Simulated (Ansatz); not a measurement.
# TaGe2N4 monolayer in a perpendicular field

Wanted: the out-of-plane response of the TaGe2N4 monolayer. A positive field points along +c.

Calculated with Ansatz 0.2.0; plane-wave DFT, PBEsol-D3(BJ), Ansatz PAW.

### Step 1. The starting structure

The cell holds 7 atoms: 4 N, 2 Ge and 1 Ta. Cell: a = 3.020 Å, b = 3.020 Å, c = 46.204 Å, α = 90.0°, β = 90.0°, γ = 120.0°. Vacuum lies along c.

As a file:

```xyz
7
Lattice="3.0200 0.0000 0.0000 -1.5100 2.6154 0.0000 0.0000 0.0000 46.2038" Properties=species:S:1:pos:R:3
N     0.0000    0.0000   19.3000
Ge    0.0000    1.7436   19.8878
N     0.0000    1.7436   21.7278
Ta    0.0000    0.0000   23.1019
N     0.0000    1.7436   24.4760
Ge    0.0000    1.7436   26.3160
N     0.0000    0.0000   26.9038
```

### Step 2. Relaxing the slab

The starting cell is a guess, so the in-plane lattice and the atoms are relaxed first, with the slab cut off from its images along the normal.

input.yaml

```yaml
crystal:
  lattice:
    - [3.02, 0.0, 0.0]
    - [-1.51, 2.6153967194, 0.0]
    - [0.0, 0.0, 46.2038125637]
  atoms:
    - { symbol: "N", position: [0.0, 0.0, 0.4177144467] }
    - { symbol: Ge, position: [0.3333333333, 0.6666666667, 0.4304355641] }
    - { symbol: "N", position: [0.3333333333, 0.6666666667, 0.4702591176] }
    - { symbol: Ta, position: [0.0, 0.0, 0.5], spin: 1.0 }
    - { symbol: "N", position: [0.3333333333, 0.6666666667, 0.5297408824] }
    - { symbol: Ge, position: [0.3333333333, 0.6666666667, 0.5695644359] }
    - { symbol: "N", position: [0.0, 0.0, 0.5822855533] }
  periodic: [true, true, false]
magnetization:
  spin_polarized: true
kpoints:
  mp_grid: { grid: [12, 12, 1] }
hamiltonian:
  xc: pbesol
  dispersion: d3bj
scf:
  occupations: { method: fermi_dirac, width: 0.05 }
  convergence: { dr2_threshold: 1.0e-09 }
relax:
  f_tol: 0.004
  max_steps: 90
  cell: {}
output:
  write_potential: true
  write_density: true
  volumetric_format: npy
```

Started as:

```console
$ ansatz run input.yaml --threads 4 --pin off --max-ram 6144MiB --backend cpu --events-out ev --progress --plain --runs-dir out
```

Numbers of over 12 decimals in the logs are rounded to 6 here.

The log of the run:

```text
Warning: relax.cell: scf.convergence.dr2_threshold = 1e-9 eV is looser than the 2.25883531276e-10 eV advised for a relaxation that steers and ends on the stress (1e-10 eV for each atom of the cell: 7, times the square of relax.cell.stress_2d_tol = 0.05 N/m over 17.6 Å (the atoms' height at the walk's start and 5 Å past either face), 2.840e-2 GPa, over a crystal's default 0.05). What an SCF threshold leaves in a stress goes as its square root, and in the free energy as the threshold itself, and one threshold admits the most on a small cell: [figures from the program's tests cut] Set scf.convergence.dr2_threshold to 2.25883531276e-10 eV or tighter. [rest of the remark cut]
Engine: ansatz 0.2.0, x86_64-unknown-linux-gnu
Pseudopotentials: kind: paw
Pseudopotential: N, paw, valence charge 5, recommended cutoff 420 eV (normal), N.paw.azcp
Pseudopotential: Ge, paw, valence charge 14, recommended cutoff 420 eV (normal), Ge.paw.azcp
Pseudopotential: Ta, paw, valence charge 13, recommended cutoff 420 eV (normal), Ta.paw.azcp
Functional definition: PBEsol
  exchange = pbesol_x
  correlation = pbesol_c
Crystal: 7 atoms, lattice volume = 364.941 Å³
Basis set: ecut = 420 eV, 7007 PW (Γ), exchange–correlation on 48×48×640 points (8 copies of the dense FFT grid, shifted against one another)
Bands: 38, of which v1, the nominal top of the filled ones, is band 31 counted from 1 (30 counted from 0)
Symmetry: 12 space group operations
Space group: P-6m2 (ITA 187), of the structure as read, at distance tolerance 7.1e-5 Å
Magnetic group: BNS 187.209 (UNI 1439), of the structure as read, at distance tolerance 7.1e-5 Å
k-points: 19 of 144 (time reversal used)
Non-local potential: N, projectors of the file, l = 0: 2, l = 1: 2, l = 2: 1
Non-local potential: Ge, projectors of the file, l = 0: 2, l = 1: 2, l = 2: 3, l = 3: 1
Non-local potential: Ta, projectors of the file, l = 0: 3, l = 1: 2, l = 2: 2, l = 3: 1
PAW form: soft (Blöchl's): semilocal exchange-correlation on the pseudo side does not see the compensation charge
PAW frozen core: N, regenerated for the run's functional, and the local potential with it (the file was generated under x = pbe(κ = 0.804, μ = 0.219515), c = pbe(β = 0.066725))
PAW frozen core: Ge, regenerated for the run's functional, and the local potential with it (the file was generated under x = pbe(κ = 0.804, μ = 0.219515), c = pbe(β = 0.066725))
PAW frozen core: Ta, regenerated for the run's functional, and the local potential with it (the file was generated under x = pbe(κ = 0.804, μ = 0.219515), c = pbe(β = 0.066725))
PAW one-centre angular grid: N, 110 points (default); XC on 64 Gauss nodes
PAW one-centre angular grid: Ge, 590 points (default); XC on 64 Gauss nodes
PAW one-centre angular grid: Ta, 590 points (default); XC on 64 Gauss nodes
Initial density: superposition of atomic densities (neutral atoms: chi_scale 0, normalization atom)
Starting moments: Σ|m| = 1 μB on 1 of 7 sites
Initial wavefunctions: pseudopotential atomic-orbital guess
Functional: x = pbesol(κ = 0.804, μ = 0.123457), c = pbesol(β = 0.046)
SCF iter   1: F=—  HF=-19837.932888 eV  |F-HF|=—  |Δ(HF+E_count)|=         —  Δρ=3.74e-2 (↑3.74e-2 ↓3.70e-2)  dr2=2.35e1  dr2_m=4.04e-2  M=0.774 μB ∫|m|=0.800 μB  β_m=0.30  ethr=3.10e-3  ⟨swp⟩=13.5  Hψ=9937  notcnv=0
Mixer restart at iter 1: flushing history
preconditioner: auto → LDOS  [metal: Δε(μ)=0.037 eV  Ē_g=17.927 eV  σ=0.050 eV  W_gap=0.18  n_scr=28 (ndim 8)  ℏωp=14.2 eV  f_vac=0.757  D(μ)=1.71/eV (n_scr^D=12)]
spin=Collinear: LDOS preconditioning applied to the charge; magnetization (m = ρ↑ − ρ↓) channel mixes plain (no charge-response kernel on spin).
SCF iter   2: F=—  HF=-19832.458776 eV  |F-HF|=—  |Δ(HF+E_count)|=    5.47e0  Δρ=1.65e-2 (↑1.65e-2 ↓1.62e-2)  dr2=4.49e0  dr2_m=1.97e-2  M=0.716 μB ∫|m|=0.752 μB  β_m=0.39  ethr=3.10e-3  ⟨swp⟩=4.7  Hψ=3745  notcnv=0  defer=76
SCF iter   3: F=—  HF=-19831.438223 eV  |F-HF|=—  |Δ(HF+E_count)|=    1.02e0  Δρ=6.23e-3 (↑6.23e-3 ↓6.07e-3)  dr2=3.62e-1  dr2_m=5.44e-3  M=0.647 μB ∫|m|=0.681 μB  β_m=0.55  ethr=3.10e-3  ⟨swp⟩=4.0  Hψ=3201  notcnv=0  defer=75
SCF iter   4: F=—  HF=-19831.416079 eV  |F-HF|=—  |Δ(HF+E_count)|=   2.21e-2  Δρ=1.71e-3 (↑1.71e-3 ↓1.41e-3)  dr2=2.88e-2  dr2_m=1.39e-3  M=0.582 μB ∫|m|=0.605 μB  β_m=0.64  ethr=5.93e-4  ⟨swp⟩=3.4  Hψ=2931  notcnv=0  defer=72
SCF iter   5: F=—  HF=-19831.422958 eV  |F-HF|=—  |Δ(HF+E_count)|=         —  Δρ=9.50e-4 (↑9.50e-4 ↓7.59e-4)  dr2=1.63e-3  dr2_m=2.00e-3  M=0.494 μB ∫|m|=0.504 μB  β_m=0.64  ethr=4.72e-5  ⟨swp⟩=3.4  Hψ=3215  notcnv=0  defer=70
SCF iter   6: F=—  HF=-19831.424190 eV  |F-HF|=—  |Δ(HF+E_count)|=   1.23e-3  Δρ=5.85e-4 (↑5.85e-4 ↓5.19e-4)  dr2=3.25e-4  dr2_m=8.95e-4  M=0.462 μB ∫|m|=0.469 μB  β_m=0.82  ethr=2.67e-6  ⟨swp⟩=3.4  Hψ=3156  notcnv=0  defer=70
SCF iter   7: F=—  HF=-19831.425841 eV  |F-HF|=—  |Δ(HF+E_count)|=   1.65e-3  Δρ=2.96e-4 (↑2.60e-4 ↓2.96e-4)  dr2=1.25e-4  dr2_m=2.44e-4  M=0.391 μB ∫|m|=0.395 μB  β_m=0.91  ethr=5.33e-7  ⟨swp⟩=3.7  Hψ=3370  notcnv=0  defer=70
SCF iter   8: F=—  HF=-19831.426507 eV  |F-HF|=—  |Δ(HF+E_count)|=   6.67e-4  Δρ=2.60e-4 (↑2.34e-4 ↓2.60e-4)  dr2=7.59e-5  dr2_m=1.89e-4  M=0.339 μB ∫|m|=0.343 μB  β_m=0.86  ethr=2.04e-7  ⟨swp⟩=4.1  Hψ=3711  notcnv=0  defer=70
SCF iter   9: F=—  HF=-19831.427429 eV  |F-HF|=—  |Δ(HF+E_count)|=   9.22e-4  Δρ=2.62e-4 (↑2.31e-4 ↓2.62e-4)  dr2=5.16e-5  dr2_m=1.92e-4  M=0.250 μB ∫|m|=0.253 μB  β_m=0.98  ethr=1.24e-7  ⟨swp⟩=4.2  Hψ=3522  notcnv=0  defer=70
SCF iter  10: F=—  HF=-19831.427945 eV  |F-HF|=—  |Δ(HF+E_count)|=   5.16e-4  Δρ=2.53e-4 (↑2.27e-4 ↓2.53e-4)  dr2=2.83e-5  dr2_m=1.86e-4  M=0.203 μB ∫|m|=0.206 μB  β_m=0.11  ethr=8.46e-8  ⟨swp⟩=4.1  Hψ=3392  notcnv=0  defer=70
SCF iter  11: F=—  HF=-19831.428319 eV  |F-HF|=—  |Δ(HF+E_count)|=   3.74e-4  Δρ=2.40e-4 (↑1.99e-4 ↓2.40e-4)  dr2=4.25e-5  dr2_m=1.52e-4  M=0.167 μB ∫|m|=0.170 μB  β_m=0.36  ethr=4.64e-8  ⟨swp⟩=4.3  Hψ=3399  notcnv=0  defer=70
SCF iter  12: F=—  HF=-19831.429286 eV  |F-HF|=—  |Δ(HF+E_count)|=   9.67e-4  Δρ=1.16e-4 (↑1.00e-4 ↓1.16e-4)  dr2=1.61e-5  dr2_m=3.22e-5  M=0.058 μB ∫|m|=0.060 μB  β_m=0.83  ethr=4.64e-8  ⟨swp⟩=4.9  Hψ=4480  notcnv=0  defer=70
SCF iter  13: F=—  HF=-19831.429347 eV  |F-HF|=—  |Δ(HF+E_count)|=   6.08e-5  Δρ=1.53e-4 (↑1.30e-4 ↓1.53e-4)  dr2=5.68e-5  dr2_m=6.02e-5  M=-0.063 μB ∫|m|=0.064 μB  β_m=0.83  ethr=2.65e-8  ⟨swp⟩=5.6  Hψ=4745  notcnv=0  defer=70
[...]
relax step   4: F+E_penalty+E_count = -19832.00216831 eV  Δ(F+E_penalty+E_count) = -1.543e-3 eV  max|allowed force component| = 2.023e-2 eV/Å  Δτ_max = 0.0066 Å  P = +0.090 N/m  Ω = 367.280 Å³  energy of the carried Pulay correction = -1.620e-3 eV  fix = [c, alpha, beta]  reactions: c +0.000 N/m  (9 SCF iters, accepted)
[...]
relax step   5: F+E_penalty+E_count = -19832.00215878 eV  Δ(F+E_penalty+E_count) = +9.526e-6 eV  max|allowed force component| = 1.952e-2 eV/Å  Δτ_max = 0.0014 Å  P = +0.055 N/m  Ω = 367.315 Å³  energy of the carried Pulay correction = -1.645e-3 eV  fix = [c, alpha, beta]  reactions: c +0.000 N/m  (8 SCF iters, accepted)
[...]
relax step   6: F+E_penalty+E_count = -19832.00213304 eV  Δ(F+E_penalty+E_count) = +2.574e-5 eV  max|allowed force component| = 2.643e-3 eV/Å  Δτ_max = 0.0009 Å  P = -0.000 N/m  Ω = 367.373 Å³  energy of the carried Pulay correction = -1.685e-3 eV  fix = [c, alpha, beta]  reactions: c +0.000 N/m  (6 SCF iters, accepted)
Initial wavefunctions: pseudopotential atomic-orbital guess (no wavefunctions were taken with the density)
iter 1 solved again at ethr=7.12e-8 eV; its pass at ethr=3.10e-3 eV (dr2=4.34e-5 eV) is discarded
SCF iter   1: F=—  HF=-19831.999213 eV  |F-HF|=—  |Δ(HF+E_count)|=         —  Δρ=8.29e-5 (↑8.26e-5 ↓8.29e-5)  dr2=2.25e-6  dr2_m=5.20e-10  M=-0.321 μB ∫|m|=0.326 μB  β_m=0.65  ethr=7.12e-8  ⟨swp⟩=7.9  Hψ=18371  notcnv=0
preconditioner: auto → LDOS  [metal: Δε(μ)=0.037 eV  Ē_g=18.536 eV  σ=0.050 eV  W_gap=0.18  n_scr=28 (ndim 8)  ℏωp=14.1 eV  f_vac=0.771  D(μ)=2.51/eV (n_scr^D=16)]
spin=Collinear: LDOS preconditioning applied to the charge; magnetization (m = ρ↑ − ρ↓) channel mixes plain (no charge-response kernel on spin).
SCF iter   2: F=—  HF=-19832.002716 eV  |F-HF|=—  |Δ(HF+E_count)|=   3.50e-3  Δρ=2.90e-5 (↑2.89e-5 ↓2.90e-5)  dr2=3.06e-7  dr2_m=6.10e-11  M=-0.321 μB ∫|m|=0.326 μB  β_m=0.62  ethr=3.69e-9  ⟨swp⟩=4.3  Hψ=3127  notcnv=0
SCF iter   3: F=—  HF=-19832.003665 eV  |F-HF|=—  |Δ(HF+E_count)|=   9.49e-4  Δρ=3.13e-6 (↑3.13e-6 ↓3.13e-6)  dr2=2.40e-8  dr2_m=4.00e-11  M=-0.321 μB ∫|m|=0.326 μB  β_m=0.58  ethr=5.01e-10  ⟨swp⟩=4.4  Hψ=3298  notcnv=0
SCF iter   4: F=—  HF=-19832.003749 eV  |F-HF|=—  |Δ(HF+E_count)|=   8.38e-5  Δρ=3.54e-7 (↑3.54e-7 ↓3.30e-7)  dr2=9.33e-10  dr2_m=2.43e-11  M=-0.321 μB ∫|m|=0.326 μB  β_m=0.62  ethr=3.93e-11  ⟨swp⟩=4.4  Hψ=3301  notcnv=0
SCF iter   5: F=-19832.003750 eV  HF=-19832.003750 eV  |F-HF|=5.66e-8  |Δ(HF+E_count)|=   9.50e-7  Δρ=1.08e-7 (↑1.08e-7 ↓9.37e-8)  dr2=9.97e-11  dr2_m=8.54e-12  M=-0.321 μB ∫|m|=0.326 μB  ethr=1.53e-12  ⟨swp⟩=15.5  Hψ=14013  notcnv=0
SCF 7 converged in 5 iterations: F = -19832.003750 eV  dr2 = 9.97e-11
relax step   7: F+E_penalty+E_count = -19832.00374965 eV  Δ(F+E_penalty+E_count) = -1.617e-3 eV  max|allowed force component| = 2.786e-3 eV/Å  Δτ_max = 0.0000 Å  P = +0.043 N/m  Ω = 367.373 Å³  fix = [c, alpha, beta]  reactions: c +0.000 N/m  stress off target by 4.34e-2 N/m on what of the cell is left free  SCF on the basis re-selected at this cell (its energy is not comparable with the rows above)  (5 SCF iters)
basis re-selected at this cell: Δ(F+E_penalty+E_count) = -1.617e-3 eV, ΔP = +0.043 N/m vs the last step (what re-selecting the basis moved, of the pressure what is left beyond the Pulay correction that the steps carried, after the strain that the cell walked since its last selection, with what the two solves' SCF thresholds leave and, on support functions, any second-order correction that the steps lacked; it is no m [...]
WARN: The output density's exchange-correlation potential varies sharply where the density is thin. Do not read a vacuum level from v_tot or v_xc, or from such a field of the output density. On a cell that repeats whose density bears no net charge and no dipole along the vacuum's axis use v_es (v_loc + v_h of the components); under efield.dipole_correction with no amplitude use v_es + v_field, which holds any externa [...]
SCF converged after 5 iterations
Magnetization: -0.3206 μB (30.3397 up, 30.6603 down)
Absolute magnetization: 0.3258 μB (∫|ρ↑−ρ↓|, with the PAW one-centre terms)
Spin contamination: 0.0006 ħ² per cell (⟨S²⟩ above its minimum at these occupations)
Per-site moments (μB) at R_I (Å): [(-0.00311034, 0.764362), (-0.00114798, 0.764362), (-0.00402847, 0.768993), (-0.110264, 0.878161), (-0.00402847, 0.768993), (-0.00114798, 0.764362), (-0.00311034, 0.764362)]
Free energy (F): -19832.003750 eV
Harris-Foulkes:  -19832.003750 eV  (|F-HF|=5.66e-8)
Internal energy: -19831.983363 eV  (E = F + TS)
E sigma→0 (E₀):  -19831.993557 eV
Entropy (-TS):   -0.020386 eV (-2.912 meV/atom)
Fermi energy:    -5.649889 eV
--- Per-component energies (eV) ---
  E_band       = -1436.125011
  E_kinetic    = 1115.268301
  E_local      = -365724.813761  (includes V_loc(G=0)·N_el)
  E_nonlocal   = 1050.820020
  E_hartree    = 181797.046275
  E_xc         = -605.282351
  E_vxc        = -637.973610  (∫ρ·V_xc dr)
  E_paw        = -12729.870497  (= ΣΔE_a)
  E_vpaw       = -833.518334  (= ΣTr[D̂ρ^β])
  E_aug_tail   = 0.001139  (compensation charges beyond the density's cutoff)
  E_ewald      = 175264.091797
  E_disp       = -1.406201  (pairwise vdW)
  E_core_change = 2.161914  (= ΣΔE_core)
  E_smearing   = -0.020386  (= −TS)
  E_closure    = 0.000000  (closes the sum)
  Σ components = -19832.003750   (vs F -19832.003750, Δ=0.00e0)
--- Forces (eV/Å), atoms counted from 1 ---
  atom   1  N     -0.00000000    -0.00000000    -0.00237683
  atom   2  Ge     0.00000000     0.00000000     0.00278551
  atom   3  N     -0.00000000    -0.00000000    -0.00159180
  atom   4  Ta    -0.00000000    -0.00000000    -0.00000000
  atom   5  N     -0.00000000    -0.00000000     0.00159180
  atom   6  Ge     0.00000000     0.00000000    -0.00278551
  atom   7  N     -0.00000000    -0.00000000     0.00237683
  max |Σ_I F_I| component: 1.26e-15 eV/Å
--- 2D stress c σ (N/m, compression-positive) ---
        0.043436      -0.000000       0.000000
       -0.000000       0.043436       0.000000
        0.000000       0.000000       0.000000
  P = ½ c Tr σ = 0.0434 N/m
--- Band table (eV; the first three rows and the last of 38) ---
  k-point 0 ↑: bands = [... 27 lower, -7.8282, -7.8282, -7.4087, -5.0574, -3.6239, -2.9024, -1.4883, -1.4883, ... 3 higher]
  k-point 1 ↑: bands = [... 27 lower, -8.0367, -7.9506, -7.2542, -4.7781, -3.2780, -3.1601, -1.4764, -1.2786, ... 3 higher]
  k-point 2 ↑: bands = [... 27 lower, -8.3192, -8.2631, -7.2910, -4.8725, -3.1621, -2.7576, -1.4234, -1.0292, ... 3 higher]
  k-point 18 ↓: bands = [... 27 lower, -9.2934, -7.8884, -7.2364, -5.2656, -2.9394, -1.3798, -1.0841, -0.5130, ... 3 higher]
  the weakly bound empty levels are not read free of the cell's end (no_gap_told)
--- Relaxed structure (6 steps of the walk, 6 accepted, 1 SCFs on fresh bases) ---
  F+E_penalty+E_count = -19832.00374965 eV   max|allowed force component| = 2.786e-3 eV/Å   (the final SCF, on the basis selected at the relaxed cell)
  cell:  # Å, volume = 367.3729 Å³
    - [3.030047, 0.0, 0.0]
    - [-1.515023, 2.624097, 0.0]
    - [0.0, 0.0, 46.2038125637]
  atoms:
    - { symbol: N, position: [1.0573552618554993e-17, -5.135725556199063e-17, 0.420174] }
    - { symbol: Ge, position: [0.333333, 0.666667, 0.433396] }
    - { symbol: N, position: [0.333333, 0.666667, 0.473744] }
    - { symbol: Ta, position: [1.0573552618554993e-17, -5.135725556199063e-17, 0.5] }
    - { symbol: N, position: [0.333333, 0.666667, 0.526256] }
    - { symbol: Ge, position: [0.333333, 0.666667, 0.566604] }
    - { symbol: N, position: [1.0573552618554993e-17, -5.135725556199063e-17, 0.579826] }
```

Run time: 91 s. Hardware: 4 threads of Intel Xeon Platinum 8488C (Sapphire Rapids), shared host; peak memory 1.1 GiB; 5.8 min of CPU time.

Relaxation path:

| step | energy less that of the first step (eV) | largest force component (eV/Å) | volume (Å³) |
| --- | --- | --- | --- |
| 1 | 0.0000 | 3.4346 | 364.94 |
| 2 | -0.5397 | 0.7935 | 366.54 |
| 3 | -0.5711 | 0.2032 | 367.43 |
| 4 | -0.5726 | 0.0202 | 367.28 |
| 5 | -0.5726 | 0.0195 | 367.32 |
| 6 | -0.5726 | 0.0026 | 367.37 |
| 7* | -0.5742 | 0.0028 | 367.37 |

Relaxation steps marked * repeat the geometry before them on a plane-wave basis chosen anew for their cell, so energy and pressure can jump there.

Forces are held to the 12 operations that the run works with; a distortion that breaks them can't arise in this run.

```csv
cell as run,before,after,change
a (Å),3.020,3.030,+0.3 %
b (Å),3.020,3.030,+0.3 %
```

The atoms that moved most (Å, along periodic axes as changes of fractional coordinates times the final cell, across vacuum about the mean position):

| atom | dx | dy | dz | length |
| --- | --- | --- | --- | --- |
| N5 | 0.000 | 0.000 | -0.161 | 0.161 |
| N3 | 0.000 | 0.000 | 0.161 | 0.161 |
| Ge2 | 0.000 | 0.000 | 0.137 | 0.137 |
| Ge6 | 0.000 | 0.000 | -0.137 | 0.137 |
| N1 | 0.000 | 0.000 | 0.114 | 0.114 |
| N7 | 0.000 | 0.000 | -0.114 | 0.114 |

Final coordinates:

```cif
data_structure
_symmetry_space_group_name_H-M 'P 1'
_symmetry_Int_Tables_number 1
_cell_length_a 3.0300
_cell_length_b 3.0300
_cell_length_c 46.2038
_cell_angle_alpha 90.000
_cell_angle_beta 90.000
_cell_angle_gamma 120.000
_cell_volume 367.37
loop_
_atom_site_label
_atom_site_type_symbol
_atom_site_fract_x
_atom_site_fract_y
_atom_site_fract_z
_atom_site_occupancy
N1 N 0.00000 0.00000 0.42017 1
Ge2 Ge 0.33333 0.66667 0.43340 1
N3 N 0.33333 0.66667 0.47374 1
Ta4 Ta 0.00000 0.00000 0.50000 1
N5 N 0.33333 0.66667 0.52626 1
Ge6 Ge 0.33333 0.66667 0.56660 1
N7 N 0.00000 0.00000 0.57983 1
```

This step gave:

```yaml
energy_at_zero_smearing: -19831.9936 eV
total_moment: -0.3206 μB
site_moments: -0.003110, -0.001148, -0.004028, -0.1103, -0.004028, -0.001148, -0.003110 μB
```

Site moment by atom:

| atom | site moment (μB) |
| --- | --- |
| N1 | -0.003 |
| Ge2 | -0.001 |
| N3 | -0.004 |
| Ta4 | -0.110 |
| N5 | -0.004 |
| Ge6 | -0.001 |
| N7 | -0.003 |

The lattice constant a goes from 3.020 to 3.030 Å.

(Continued in part 2 of 4.)

[Logs are printed without paths, hosts, clocks, repeated set-up lines and the standing remarks that a program may print on its own settings, such as how far it seeks lower states.]

[Hosts, paths, dates, database ids (printed as entryN), source tags and the programs' standing remarks are cut or masked in the printed files.]

[Maps of the electrostatic potential energy from Ansatz leave out the sawtooth potential of an applied field or a dipole correction, so their vacuum need not be flat; planar profiles and work functions include it.]
